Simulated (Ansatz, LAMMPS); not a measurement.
# Relaxing glassy 55SiO2-24Al2O3-11BaO-11CaO (mol %) (124 atoms), part 2 of 2

Aim: bring glassy 55SiO2-24Al2O3-11BaO-11CaO (mol %) (124 atoms) to a nearby minimum of the energy and see what moves.

Ansatz 0.2.0; Kohn-Sham DFT, PBE, PAW (set soft_2), plane waves.

The cell: 21 Si, 18 Al, 4 Ba, 4 Ca and 77 O. The quench rate of 60 K/ps is orders of magnitude faster than experiment. The starting topology of bonds comes from the classical model. The Brillouin zone is sampled at Γ only, in a cell whose shortest periodic width is 12 Å. The levels lack spin–orbit coupling.

So far, density (g/cm³): step 5 (local order after relaxation) 3.09.

### Step 6. Single point at the relaxed geometry (continued)

States in the cell by windows of 1 eV, zero at the Fermi level; the larger projections on atomic orbitals stand beside the total:

```csv
from (eV),to (eV),total,O p,Si p,Ba p
-14,-13,7.7,0.2,0.0,7.2
-13,-12,16.3,0.7,0.1,15.2
-12,-11,6.0,3.9,0.3,0.1
-11,-10,11.5,7.8,0.6,0.0
-10,-9,15.5,10.9,1.1,0.0
-9,-8,30.9,22.9,3.2,0.1
-8,-7,44.8,34.5,4.5,0.1
-7,-6,52.2,41.9,4.2,0.1
-6,-5,70.3,60.7,2.5,0.2
-5,-4,92.6,84.9,1.6,0.3
-4,-3,92.1,87.0,0.9,0.2
-3,-2,45.7,43.6,0.3,0.1
-2,-1,0.4,0.4,0.0,0.0
-1,1,0.0,0.0,0.0,0.0
1,2,1.7,0.0,0.0,0.0
2,3,2.1,0.1,0.1,0.0
3,4,27.0,1.8,1.6,0.0
4,5,47.7,3.0,4.0,0.0
```

The curve was stored every 0.10 eV, coarse against its broadening of 0.08 eV, so these counts are rough.

Between -26 and -14 eV lie 178 more states.

The levels nearest the highest filled one (over half full), pooled over k-points and spins:

```csv
level less the highest filled one (eV),occupation
-0.467,2
-0.390,2
-0.356,2
-0.317,2
-0.273,2
0,2
3.99,0
4.97,0
5.20,0
5.32,0
5.44,0
5.46,0
```

Valence density in the ab plane at fractional z = 0.041, with atoms of Si and Al and Ba and Ca and O within 0.2 Å of it. It is the smooth field of the valence electrons, not physical close to the nuclei.

Ten steps, logarithmic in the rise over the least value, from '0' (0.0 e/Å³) to '9' (6.4 e/Å³), each cell a mean:
```
000000000000123432223321135786410
000000000000011110111110123554311
110000000000000000000000122322222
211011222100001233210012344311233
321124676310013577632124776421233
221236998521014799853236887532223
111236897521013688743234665321111
111123554210012344432223332100000
122211111100123222234443210000001
344310000001467642247885310000001
344321000003699973358997310000012
344322110003689863246875210001223
323445431001356531123432100012344
323568753101222210001110000012344
333467752111232110000000011112233
222234431011222110000001234432222
111111110011111111221012466664211
000011100011111134664213565566310
001233310000001247997423565565310
013578631000001257996422456654210
124799852000012345664210123321110
013688641000123433432110011221100
001234310000245553333211123453210
000011000001245653334321135786310
```
Columns run along a (11.7 Å), rows up along b (11.7 Å). Atoms in or near the plane, at fractional coordinates: Si at (0.04, 0.45), Al at (0.88, 0.85), Ba at (0.81, 0.25), Ca at (0.43, 0.54), O at (0.56, 0.20), O at (0.21, 0.75), O at (0.51, 0.76), O at (0.65, 0.55), O at (0.15, 0.14).

Electrostatic potential energy in the ab plane at fractional z = 0.041, with atoms of Si and Al and Ba and Ca and O within 0.2 Å of it. With pseudopotentials it is smooth inside the atoms' cores, unlike the true potential.

Values in eV, 13 rows by 16 columns, each cell a mean:
```
 10  11  11  12  12  11  11   9   9  10  11  10   8 -10   0   8
 10  11  12  12  11  11  11  11  11  11  11  11   6  -7  -6   0
  9   9   6 -11   5  11  11   0 -14   6   7   2 -13  -5  -6   2
  8   5   0 -25   0  10  10  -2 -20  -5  -7   0  -5   8   8   9
 10   8   9  10  10   8   4   4   6   1  -3   7  11  11  11  11
  7   8  10  11   9   1 -27 -29   0  -1 -31  -2  10  10  11  10
-24 -16   5  10  10   3 -20 -22   2   8  -3   8  10  10  10   2
-29 -21 -15  -1  11  10   8   8  10  10  10   9   8   8   9   0
  5   7   8   9  11  12  11  10  10  11   9   5  -7 -10   3   8
 10  10  11  11  11  12  11   9   2  -2   8  -4 -32 -35 -12   7
 10   5 -12   6  12  12  10   6 -16 -25   7   2 -18 -22  -3   8
 10   1 -23   3  11  11   8 -11 -30  -5   8   8   6   6   9  11
 11  11  11  11  11  11   7  -7 -16   0   9  10   9  -5   6  11
```
Columns run along a (11.7 Å; values clipped at the 3rd and 97th percentile), rows up along b (11.7 Å). Atoms in or near the plane, at fractional coordinates: Si at (0.04, 0.45), Al at (0.88, 0.85), Ba at (0.81, 0.25), Ca at (0.43, 0.54), O at (0.56, 0.20), O at (0.21, 0.75), O at (0.51, 0.76), O at (0.65, 0.55), O at (0.15, 0.14).

Mean intrinsic-atomic-orbital charges: Al +1.29, Ba +1.91, Ca +1.80, O -0.96, Si +1.69 e.

The surroundings of O98, which has 4 bonded neighbours where the commonest count for O is 3, nearest first, numbered as they follow in the input and with coordinates relative to it.

```csv
atom,x,y,z,distance (Å),bonds,intrinsic-atomic-orbital charge (e)
O98,0.00,0.00,0.00,0.00,4,-1.14
Al34,-0.23,1.70,0.60,1.82,4,1.24
Al37,-0.08,-0.73,1.67,1.83,5,1.23
O59,-1.09,0.97,2.11,2.56,4,-0.94
Ca45,-2.56,-0.19,-0.07,2.57,7,1.82
Ba43,1.20,0.16,-2.32,2.61,5,1.90
O109,-1.60,-1.60,1.58,2.76,3,-1.04
O75,1.29,2.49,0.31,2.82,2,-0.96
O94,1.29,0.21,2.56,2.88,3,-0.88
O97,-1.64,2.38,-0.21,2.90,3,-0.95
```

The column of bonds counts only the pairs O-Si within 2.12 Å, O-Al within 2.38 Å, O-Ba within 3.29 Å, O-Ca within 2.98 Å; other neighbours, such as metal atoms beside each other in a compound, aren't counted, and periodic images can show an atom twice.

### Step 7. Summary of results

```yaml
energy_change_in_the_relaxation: -83.51 meV/atom
r_m_s_displacement: 0.333 Å
largest_displacement: 0.814 Å
free_energy_per_atom: -789.8835 eV/atom
pressure: 2.219 GPa
r_m_s_force_component: 0.0086 eV/Å
spacing_of_highest_filled_and_lowest_empty_level: 3.989 eV
wall_time_of_the_3_dft_runs: 6.3 min
```

In words: Relaxation lowers the energy by 83.5 meV/atom and moves atoms by 0.33 Å r.m.s.; the r.m.s. force component goes from 1.2 to 0.0086 eV/Å, the pressure goes from 8.2 to 2.2 GPa, and the gap from 3.03 to 3.99 eV. By the final cutoffs 5 of 206 bonded pairs parted and 10 joined. First to last step the energy falls by 10.356 eV; the largest move, 0.81 Å, is that of O58. The O-Ba bonds change most in mean length: from 2.945 Å (spread 0.197) to 2.828 Å (spread 0.173), and their number from 25 to 27. With the cutoffs above, 89 % of Al atoms have 4, 50 % of Ba atoms have 7, 50 % of Ca atoms have 6 and as many 7 and 58 % of O atoms have 3 bonded neighbours. 84 % of the oxygens bridge two formers (Si and Al) and 5 % are non-bridging; 10 % join three. Between filled and empty levels lie 3.99 eV (at Γ alone); a semilocal functional tends to put such gaps too low. In a disordered cell it changes from sample to sample, and tail or defect levels can set it.

What to keep in mind: The network of bonds at the start is that of the classical potential that made the cell; in DFT 5 of its 206 bonded pairs passed out of the cutoffs and 10 came within them. The pressure of 2.2 GPa shows the cell to be compressed for this functional.

[Logs are printed without paths, hosts, clocks, repeated set-up lines and the standing remarks that a program may print on its own settings, such as how far it seeks lower states.]

[Hosts, paths, dates, database ids (printed as entryN), source tags and the programs' standing remarks are cut or masked in the printed files.]
